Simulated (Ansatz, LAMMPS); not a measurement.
# Glassy B2O3 (130 atoms): where an added charge goes, part 3 of 4

Does an extra electron or hole in glassy B2O3 (130 atoms) stay spread out, or do the atoms trap it?

Ansatz 0.2.0; Kohn-Sham DFT, PBEsol, PAW (set soft_2), plane waves.

The cell: 52 B and 78 O. The quench rate of 20 K/ps is many orders above laboratory rates. The starting topology of bonds comes from the classical model. Only the Γ point is sampled, in a cell whose shortest periodic width is 11 Å.

So far. Step 3 (Relaxation): The relaxation converged after 19 steps, 15.0 eV below its start, with a largest force component of 0.049 eV/Å. Step 5 (An extra electron, atoms held): An extra electron, atoms held: the energy stands 6.51 eV above that of the reference, with a moment of 1.00 μB.

**6. An extra electron, atoms relaxed**

The atoms now respond to the charge; the energy gained comes from screening by the atoms, from trapping if the charge localises, and from any strain left in the reference.

Contents of input.yaml:

```yaml
crystal:
  lattice:
    - [11.43473, 0.0, 0.0]
    - [0.0, 11.43473, 0.0]
    - [0.0, 0.0, 11.43473]
  atoms:
    [... the 130 atom lines of step 4 ...]
total_charge: -1
kpoints:
  mp_grid: { grid: [1, 1, 1] }
hamiltonian:
  xc: pbesol
scf:
  occupations: { method: fermi_dirac, width: 0.01 }
  lower_state_search: "off"
output:
  forces: true
magnetization:
  spin_polarized: true
  initial_magnetization: 1
relax:
  f_tol: 0.05
  max_steps: 90
```

Run with:

```
> ansatz run input.yaml --threads 4 --pin off --max-ram 8192MiB --backend cpu --events-out ev --progress --plain --runs-dir out
```

Numbers of over 12 decimals in the logs are rounded to 6 here.

What it wrote:

```text
[...]
Crystal: 130 atoms, lattice volume = 1495.126 Å³
Basis set: ecut = 420 eV, 29279 PW (Γ), exchange–correlation on 160×160×160 points (8 copies of the dense FFT grid, shifted against one another)
Bands: 443, of which v1, the nominal top of the filled ones, is band 313 counted from 1 (312 counted from 0)
Symmetry: 1 space group operations
[...]
k-points: 1
[...]
Starting moments: Σ|m| = 1 μB on 130 of 130 sites
[...]
SCF iter   1: F=—  HF=-51833.258661 eV  |F-HF|=—  |Δ(HF+E_count)|=         —  Δρ=5.53e-2 (↑5.44e-2 ↓5.53e-2)  dr2=1.56e2  dr2_m=3.13e-2  M=1.000 μB ∫|m|=1.011 μB  β_m=1.00  ethr=3.10e-3  ⟨swp⟩=6.0  Hψ=3676  notcnv=0  defer=90
[...]
SCF iter   2: F=—  HF=-51797.169977 eV  |F-HF|=—  |Δ(HF+E_count)|=         —  Δρ=2.88e-2 (↑2.87e-2 ↓2.88e-2)  dr2=4.31e1  dr2_m=1.30e-3  M=0.977 μB ∫|m|=1.069 μB  β_m=0.30  ethr=3.10e-3  ⟨swp⟩=3.0  Hψ=1613  notcnv=0  defer=239
[...]
SCF iter   8: F=—  HF=-51784.401639 eV  |F-HF|=—  |Δ(HF+E_count)|=   2.83e-2  Δρ=7.34e-4 (↑7.34e-4 ↓5.31e-4)  dr2=6.77e-2  dr2_m=4.96e-4  M=0.999 μB ∫|m|=1.142 μB  β_m=0.30  ethr=3.07e-5  ⟨swp⟩=4.0  Hψ=867  notcnv=0  defer=239
[...]
SCF iter  10: F=—  HF=-51784.405771 eV  |F-HF|=—  |Δ(HF+E_count)|=   3.05e-3  Δρ=4.10e-4 (↑4.10e-4 ↓3.31e-4)  dr2=4.68e-3  dr2_m=9.01e-4  M=0.998 μB ∫|m|=1.157 μB  β_m=0.18  ethr=3.34e-6  ⟨swp⟩=2.5  Hψ=782  notcnv=0  defer=239
[...]
SCF iter  15: F=—  HF=-51784.418677 eV  |F-HF|=—  |Δ(HF+E_count)|=   1.80e-4  Δρ=3.20e-5 (↑3.20e-5 ↓1.56e-5)  dr2=1.04e-4  dr2_m=2.49e-6  M=1.000 μB ∫|m|=1.189 μB  β_m=0.69  ethr=3.35e-8  ⟨swp⟩=2.0  Hψ=993  notcnv=0  defer=239
SCF iter  16: F=-51784.418713 eV  HF=-51784.418715 eV  |F-HF|=1.60e-6  |Δ(HF+E_count)|=   3.76e-5  Δρ=8.20e-6 (↑8.20e-6 ↓4.11e-6)  dr2=6.27e-6  dr2_m=1.39e-7  M=1.000 μB ∫|m|=1.190 μB  ethr=1.00e-8  ⟨swp⟩=2.0  Hψ=2109  notcnv=0
SCF 1 converged in 16 iterations: F = -51784.418713 eV  dr2 = 6.27e-6
[...]
relax step   1: F+E_penalty+E_count = -51784.41871325 eV  Δ(F+E_penalty+E_count) = +0.000e0 eV  max|allowed force component| = 4.460e-1 eV/Å  Δτ_max = 0.0000 Å  (16 SCF iters, dr2 threshold 6.25e-5 eV, accepted)
[... from here on, the SCF cycles and remarks between the steps are left out ...]
relax step   2: F+E_penalty+E_count = -51784.47571303 eV  Δ(F+E_penalty+E_count) = -5.700e-2 eV  max|allowed force component| = 3.063e-1 eV/Å  Δτ_max = 0.0375 Å  (7 SCF iters, dr2 threshold 1.24e-5 eV, accepted)
relax step   3: F+E_penalty+E_count = -51784.30824790 eV  Δ(F+E_penalty+E_count) = +1.675e-1 eV  max|allowed force component| = 7.766e-1 eV/Å  Δτ_max = 0.2000 Å  (9 SCF iters, dr2 threshold 5.86e-6 eV, rejected (line search))
relax step   4: F+E_penalty+E_count = -51784.52951325 eV  Δ(F+E_penalty+E_count) = -5.380e-2 eV  max|allowed force component| = 2.265e-1 eV/Å  Δτ_max = 0.0893 Å  (11 SCF iters, accepted)
relax step   5: F+E_penalty+E_count = -51784.56853027 eV  Δ(F+E_penalty+E_count) = -3.902e-2 eV  max|allowed force component| = 2.580e-1 eV/Å  Δτ_max = 0.1000 Å  (7 SCF iters, dr2 threshold 2.42e-5 eV, accepted)
relax step   6: F+E_penalty+E_count = -51784.59754623 eV  Δ(F+E_penalty+E_count) = -2.902e-2 eV  max|allowed force component| = 3.129e-1 eV/Å  Δτ_max = 0.1101 Å  (6 SCF iters, dr2 threshold 3.64e-5 eV, accepted)
relax step   7: F+E_penalty+E_count = -51784.61878924 eV  Δ(F+E_penalty+E_count) = -2.124e-2 eV  max|allowed force component| = 5.582e-1 eV/Å  Δτ_max = 0.1499 Å  (7 SCF iters, dr2 threshold 9.79e-5 eV, accepted)
relax step   8: F+E_penalty+E_count = -51784.76008234 eV  Δ(F+E_penalty+E_count) = -1.413e-1 eV  max|allowed force component| = 8.581e-1 eV/Å  Δτ_max = 0.1009 Å  (6 SCF iters, dr2 threshold 1.00e-4 eV, accepted)
relax step   9: F+E_penalty+E_count = -51784.92523486 eV  Δ(F+E_penalty+E_count) = -1.652e-1 eV  max|allowed force component| = 6.854e-1 eV/Å  Δτ_max = 0.1938 Å  (6 SCF iters, dr2 threshold 1.00e-4 eV, accepted)
relax step  10: F+E_penalty+E_count = -51785.03788467 eV  Δ(F+E_penalty+E_count) = -1.126e-1 eV  max|allowed force component| = 3.447e-1 eV/Å  Δτ_max = 0.0931 Å  (6 SCF iters, dr2 threshold 1.00e-4 eV, accepted)
relax step  11: F+E_penalty+E_count = -51785.03828873 eV  Δ(F+E_penalty+E_count) = -4.041e-4 eV  max|allowed force component| = 7.742e-1 eV/Å  Δτ_max = 0.2000 Å  (7 SCF iters, dr2 threshold 3.01e-5 eV, accepted)
relax step  12: F+E_penalty+E_count = -51784.98222083 eV  Δ(F+E_penalty+E_count) = +5.607e-2 eV  max|allowed force component| = 7.704e-1 eV/Å  Δτ_max = 0.2000 Å  (7 SCF iters, dr2 threshold 1.00e-4 eV, rejected (line search))
relax step  13: F+E_penalty+E_count = -51785.13300323 eV  Δ(F+E_penalty+E_count) = -9.471e-2 eV  max|allowed force component| = 1.696e-1 eV/Å  Δτ_max = 0.0970 Å  (10 SCF iters, accepted)
relax step  14: F+E_penalty+E_count = -51785.13087898 eV  Δ(F+E_penalty+E_count) = +2.124e-3 eV  max|allowed force component| = 1.343e-1 eV/Å  Δτ_max = 0.1000 Å  (9 SCF iters, rejected (line search))
relax step  15: F+E_penalty+E_count = -51785.14274136 eV  Δ(F+E_penalty+E_count) = -9.738e-3 eV  max|allowed force component| = 2.118e-1 eV/Å  Δτ_max = 0.0500 Å  (9 SCF iters, accepted)
relax step  16: F+E_penalty+E_count = -51785.14851815 eV  Δ(F+E_penalty+E_count) = -5.777e-3 eV  max|allowed force component| = 7.078e-2 eV/Å  Δτ_max = 0.0237 Å  (6 SCF iters, dr2 threshold 2.80e-6 eV, accepted)
relax step  17: F+E_penalty+E_count = -51785.15041542 eV  Δ(F+E_penalty+E_count) = -1.897e-3 eV  max|allowed force component| = 4.105e-2 eV/Å  Δτ_max = 0.0137 Å  (8 SCF iters, accepted)
SCF converged after 8 iterations
Magnetization: 1.0000 μB (313.0000 up, 312.0000 down)
Absolute magnetization: 1.0360 μB (∫|ρ↑−ρ↓|, with the PAW one-centre terms)
[...]
Per-site moments (μB) at R_I (Å): [(0.00434479, 0.562834), (-1.96050639625164e-6, 0.566890), (-7.690322507827126e-6, 0.562687), (9.438873035368467e-6, 0.562596), (-2.8721393393715594e-7, 0.561370), [...]
Free energy (F): -51785.150415 eV
[...]
Internal energy: -51785.150415 eV  (E = F + TS)
E sigma→0 (E₀):  -51785.150415 eV
Fermi energy:    4.868465 eV
[...]
Σ components = -51785.150415   (vs F -51785.150415, Δ=0.00e0)
--- Forces (eV/Å), atoms counted from 1 ---
  atom   1  B     -0.02609696     0.01446592     0.03235591
  atom   2  B     -0.00273246    -0.02286484     0.01196752
  atom   3  B      0.01261961     0.00067027    -0.00081441
  atom   4  B     -0.00338343    -0.00371504     0.00639806
[...]
atom 130  O      0.00377900    -0.00000651    -0.00208521
  max |Σ_I F_I| component: 3.00e-5 eV/Å
--- Relaxed structure (17 steps of the walk, 14 accepted, 0 SCFs on fresh bases) ---
  F+E_penalty+E_count = -51785.15041542 eV   max|allowed force component| = 4.105e-2 eV/Å
  atoms:
    - { symbol: B, position: [0.505858, 0.690586, 0.996131] }
    - { symbol: B, position: [0.413285, 0.249778, 0.615624] }
    - { symbol: B, position: [0.283389, 0.530579, 0.535252] }
    - { symbol: B, position: [0.746961, 0.224545, 0.879309] }
[...]
- { symbol: O, position: [0.782272, 0.899020, 0.621585] }
```

It took 2.6 min on 4 threads of AMD EPYC 9R45, shared host; peak memory 3.4 GiB.

The relaxation converged after 17 steps, 0.732 eV below its start, with a largest force component of 0.041 eV/Å.

An extra electron, atoms relaxed: the energy stands 5.78 eV above that of the reference, with a moment of 1.00 μB.

**7. An extra electron, levels at the relaxed geometry**

A single point at the new geometry gives levels and spin density.

Contents of input.yaml:

```yaml
crystal:
  lattice:
    - [11.43473, 0.0, 0.0]
    - [0.0, 11.43473, 0.0]
    - [0.0, 0.0, 11.43473]
  atoms:
    - { symbol: B, position: [0.50586, 0.69059, 0.99613] }
    - { symbol: B, position: [0.41329, 0.24978, 0.61562] }
    - { symbol: B, position: [0.28339, 0.53058, 0.53525] }
    - { symbol: B, position: [0.74696, 0.22454, 0.87931] }
    - { symbol: B, position: [0.14269, 0.22608, 0.25609] }
    - { symbol: B, position: [0.88393, 0.7211, 0.96974] }
    [... 118 atom lines left out ...]
    - { symbol: O, position: [0.0964, 0.30004, 0.63996] }
    - { symbol: O, position: [0.78803, 0.53066, 0.78681] }
    - { symbol: O, position: [0.9542, 0.93141, 0.17211] }
    - { symbol: O, position: [0.00053, 0.21616, 0.88516] }
    - { symbol: O, position: [0.17499, 0.99682, 0.69284] }
    - { symbol: O, position: [0.78227, 0.89902, 0.62159] }
total_charge: -1
kpoints:
  mp_grid: { grid: [1, 1, 1] }
hamiltonian:
  xc: pbesol
scf:
  occupations: { method: fermi_dirac, width: 0.01 }
  lower_state_search: "off"
output:
  forces: true
  stress: true
  populations: true
  dos:
    method: { smearing: { sigma: 0.1 } }
    de: 0.1
    projected: { site_lists: { B: [B], O: [O] } }
  eigenvalues: true
  write_density: true
  write_potential: true
  volumetric_format: npy
magnetization:
  spin_polarized: true
  initial_magnetization: 1
```

What it wrote:

```text
[...]
Crystal: 130 atoms, lattice volume = 1495.126 Å³
Basis set: ecut = 420 eV, 29279 PW (Γ), exchange–correlation on 160×160×160 points (8 copies of the dense FFT grid, shifted against one another)
Bands: 443, of which v1, the nominal top of the filled ones, is band 313 counted from 1 (312 counted from 0)
Symmetry: 1 space group operations
[...]
k-points: 1
[...]
Starting moments: Σ|m| = 1 μB on 130 of 130 sites
[...]
SCF iter   1: F=—  HF=-51833.758195 eV  |F-HF|=—  |Δ(HF+E_count)|=         —  Δρ=5.51e-2 (↑5.49e-2 ↓5.51e-2)  dr2=1.56e2  dr2_m=2.15e-1  M=1.000 μB ∫|m|=1.026 μB  β_m=1.00  ethr=3.10e-3  ⟨swp⟩=6.0  Hψ=3687  notcnv=0  defer=91
[...]
SCF iter  15: F=-51785.150404 eV  HF=-51785.150404 eV  |F-HF|=4.66e-10  |Δ(HF+E_count)|=   3.02e-8  Δρ=2.42e-7 (↑2.42e-7 ↓2.17e-7)  dr2=2.57e-9  dr2_m=9.25e-11  M=1.000 μB ∫|m|=1.034 μB  ethr=2.76e-12  ⟨swp⟩=5.0  Hψ=4166  notcnv=0
SCF 1 converged in 15 iterations: F = -51785.150404 eV  dr2 = 2.57e-9
[...]
SCF converged after 15 iterations
Magnetization: 1.0000 μB (313.0000 up, 312.0000 down)
Absolute magnetization: 1.0360 μB (∫|ρ↑−ρ↓|, with the PAW one-centre terms)
[...]
Per-site moments (μB) at R_I (Å): [(0.00434444, 0.562839), (-1.9316236741824754e-6, 0.566927), (-7.653438754918654e-6, 0.562677), (9.460997020536007e-6, 0.562586), (-2.5759409607647405e-7, 0.561383), [...]
Free energy (F): -51785.150404 eV
[...]
Internal energy: -51785.150404 eV  (E = F + TS)
E sigma→0 (E₀):  -51785.150404 eV
Fermi energy:    4.868135 eV
[...]
--- Forces (eV/Å), atoms counted from 1 ---
  atom   1  B     -0.02648979     0.01387130     0.03284068
  atom   2  B     -0.00518791    -0.02156302     0.01320293
  atom   3  B      0.01095962    -0.00056319     0.00040148
  atom   4  B     -0.00295655    -0.00098215     0.00547575
  atom   5  B      0.00754971     0.00499617    -0.00939720
  atom   6  B      0.00312579     0.00434630     0.00290472
  atom   7  B     -0.00281822     0.01271645    -0.01208578
  atom   8  B     -0.01613053     0.00858849     0.00174615
  atom   9  B     -0.01213466     0.00593812     0.01419164
  atom  10  B      0.02689995    -0.00545632     0.01030748
  atom  11  B     -0.00034198    -0.00109446     0.00711500
  atom  12  B     -0.00553532    -0.00247592     0.00697207
  atom  13  B      0.01118467     0.00576943     0.00566759
  atom  14  B     -0.00422131     0.00838689    -0.02165859
[...]
atom 129  O     -0.00519718    -0.00376517     0.00833581
  atom 130  O      0.00471416     0.00198669    -0.00303760
  max |Σ_I F_I| component: 5.69e-6 eV/Å
--- Stress (GPa, compression-positive) ---
       -0.450528       0.766394      -0.256741
        0.766395      -4.659616      -0.769290
       -0.256758      -0.769293      -2.584894
  P = ⅓ Tr σ = -2.5650 GPa (-25.650 kbar)
--- Band table (eV) ---
[...]
--- Löwdin populations: 130 sites ---
  site symbol       q [e]    m [muB]
     0      B      2.3914     0.0192
     1      B      2.3421     0.0000
     2      B      2.3324     0.0002
[...]
129      O      6.3685     0.0004
  spilling = 0.009399 (of n_electrons = 625.000000)
```

The job ended after 24 s (4 threads; peak memory 3.5 GiB; 94 s of CPU time).

An extra electron, levels at the relaxed geometry: the energy stands 5.78 eV above that of the reference, with a moment of 1.00 μB.

A closer look about B29, which holds the most spin: 13 atoms, nearest first, numbered in the order of the input, with positions taken from that point.

```tsv
atom	x	y	z	distance (Å)	Löwdin charge (e)
B29	0.00	0.00	0.00	0.00	0.48
O56	0.72	0.16	1.22	1.42	-0.35
O73	-1.05	0.95	-0.16	1.43	-0.38
O79	-0.22	-1.39	-0.34	1.44	-0.36
B23	1.52	0.52	-1.36	2.10	0.47
B20	-2.38	0.87	0.02	2.54	0.63
B37	-0.77	-1.98	-1.42	2.56	0.62
O120	1.48	1.90	-1.03	2.63	-0.36
B40	1.27	1.02	2.10	2.66	0.61
O69	2.59	-0.25	-0.83	2.73	-0.36
O64	1.14	0.19	-2.72	2.96	-0.38
O60	-1.38	-1.21	-2.40	3.02	-0.38
O109	-3.05	-0.32	-0.02	3.06	-0.35
```

The distance from B29 to B23 changes most, from 2.95 Å in the neutral cell to 2.10 Å.

The levels nearest the highest filled one (over half full), pooled over k-points and spins:

```tsv
level less the highest filled one (eV)	occupation
-3.17	1
-2.95	1
-2.92	1
0	1
1.25	0
2.26	0
2.27	0
2.48	0
```

Spin density in the bc plane at fractional x = 0.218, with atoms of B and O within 0.2 Å of it.

Values in units of 1e-3 e/Å³, 13 rows by 16 columns, each cell a mean:
```
0.0 0.0 0.0 0.0 0.0 0.0 0.0 0.0 0.2 0.1 0.1 0.1 0.4 0.0 0.0 0.0
0.0 0.0 0.0 0.0 0.0 0.0 0.0 0.0 0.0 0.0 0.0 0.0 0.2 0.0 0.0 0.0
0.0 0.0 0.0 0.0 0.0 0.0 0.0 0.0 0.0 0.0 0.0 0.0 0.0 0.0 0.0 0.0
0.0 0.0 0.0 0.0 0.0 0.0 0.0 0.0 0.0 0.0 0.0 0.0 0.0 0.0 0.0 0.0
0.0 0.0 0.0 0.0 0.0 0.0 0.0 0.0 0.0 0.0 0.0 0.0 0.0 0.1 0.1 0.0
0.0 0.0 0.0 0.0 0.0 0.0 0.0 0.1 0.0 0.0 0.1 0.0 0.0 0.0 0.1 0.0
0.0 0.0 0.0 0.0 0.0 0.0 0.0 0.0 0.0 0.0 0.0 0.0 0.0 0.1 0.0 0.0
0.0 0.0 0.0 0.0 0.0 0.0 0.0 0.0 0.0 0.0 0.0 0.0 0.5 2.2 1.0 0.0
0.0 0.0 0.0 0.0 0.0 0.0 0.0 0.0 0.1 0.1 0.0 0.0 1.3 9.3 3.2 0.0
0.0 0.0 0.0 0.0 0.0 0.0 0.0 0.0 0.1 0.4 0.2 0.0 0.0 0.2 0.0 0.0
0.0 0.0 0.0 0.0 0.0 0.0 0.0 0.0 0.0 0.2 0.1 0.0 0.0 0.1 0.1 0.0
0.0 0.0 0.0 0.0 0.0 0.0 0.0 0.0 0.0 0.1 0.7 0.4 0.0 0.0 0.0 0.0
0.0 0.0 0.0 0.0 0.0 0.0 0.0 0.0 0.0 0.1 0.7 0.2 0.0 0.0 0.0 0.0
```
Columns run along b (11.4 Å), rows up along c (11.4 Å). Atoms in or near the plane, at fractional coordinates: B at (0.84, 0.31), B at (0.34, 0.62), B at (0.44, 0.90), B at (0.96, 0.59), B at (0.87, 0.00), O at (0.18, 0.16), O at (0.46, 0.61), O at (0.55, 0.93), O at (0.04, 0.50), O at (0.76, 0.94).

**8. Neutral at the geometry of the electron**

The neutral cell at the new geometry gives the energy of that geometry without the charge.

Contents of input.yaml:

```yaml
crystal:
  lattice:
    - [11.43473, 0.0, 0.0]
    - [0.0, 11.43473, 0.0]
    - [0.0, 0.0, 11.43473]
  atoms:
    [... the 130 atom lines of step 7 ...]
kpoints:
  mp_grid: { grid: [1, 1, 1] }
hamiltonian:
  xc: pbesol
scf:
  occupations: { method: fixed }
output:
  forces: true
  stress: true
  populations: true
  dos:
    method: { smearing: { sigma: 0.1 } }
    de: 0.1
    projected: { site_lists: { B: [B], O: [O] } }
  eigenvalues: true
```

What it wrote:

```text
[...]
Crystal: 130 atoms, lattice volume = 1495.126 Å³
Basis set: ecut = 420 eV, 29279 PW (Γ), exchange–correlation on 160×160×160 points (8 copies of the dense FFT grid, shifted against one another)
Bands: 442, of which v1, the nominal top of the filled ones, is band 312 counted from 1 (311 counted from 0)
Symmetry: 1 space group operations
[...]
k-points: 1
[...]
SCF iter   1: F=—  HF=-51789.401655 eV  |F-HF|=—  |Δ(HF+E_count)|=         —  Δρ=1.27e-2  dr2=2.52e0  ethr=1.77e-3  ⟨swp⟩=5.0  Hψ=1538  notcnv=0  defer=126
[...]
SCF iter  10: F=—  HF=-51788.662660 eV  |F-HF|=—  |Δ(HF+E_count)|=   5.28e-7  Δρ=2.90e-6  dr2=1.02e-7  ethr=1.60e-11  ⟨swp⟩=19.0  Hψ=3200  notcnv=0
SCF iter  11: F=-51788.662660 eV  HF=-51788.662660 eV  |F-HF|=1.21e-8  |Δ(HF+E_count)|=   1.39e-8  Δρ=6.78e-7  dr2=6.98e-9  ethr=1.60e-11  ⟨swp⟩=4.0  Hψ=1076  notcnv=0
SCF 1 converged in 11 iterations: F = -51788.662660 eV  dr2 = 6.98e-9
[...]
SCF converged after 11 iterations
Free energy (F): -51788.662660 eV
[...]
Internal energy: -51788.662660 eV  (E = F + TS)
E sigma→0 (E₀):  -51788.662660 eV
Fermi energy:    0.933930 eV
[...]
Σ components = -51788.662660   (vs F -51788.662660, Δ=0.00e0)
--- Forces (eV/Å), atoms counted from 1 ---
  atom   1  B     -0.24625509    -1.32208862    -0.99309927
  atom   2  B     -0.16272101     0.13511834     0.21404896
  atom   3  B     -0.16985634    -0.21342127     0.24592557
  atom   4  B      0.11342045     0.11605909    -0.22569838
[...]
atom 130  O     -0.18562657    -0.17907768    -0.05638338
  max |Σ_I F_I| component: 2.21e-5 eV/Å
--- Stress (GPa, compression-positive) ---
       -0.336108       0.942106      -0.451730
        0.942107      -5.101308      -0.645228
       -0.451747      -0.645231      -2.495375
  P = ⅓ Tr σ = -2.6443 GPa (-26.443 kbar)
--- Band table (eV) ---
[...]
--- Löwdin populations: 130 sites ---
  site symbol       q [e]
     0      B      2.3686
     1      B      2.3368
     2      B      2.3295
[...]
129      O      6.3624
  spilling = 0.009404 (of n_electrons = 624.000000)
```

Run time: 10 s. Hardware: 4 threads; peak memory 2.1 GiB.

Neutral at the geometry of the electron: the energy stands 2.27 eV above that of the reference.

(Continued in part 4 of 4.)

[Logs are printed without paths, hosts, clocks, repeated set-up lines and the standing remarks that a program may print on its own settings, such as how far it seeks lower states.]

[Hosts, paths, dates, database ids (printed as entryN), source tags and the programs' standing remarks are cut or masked in the printed files.]
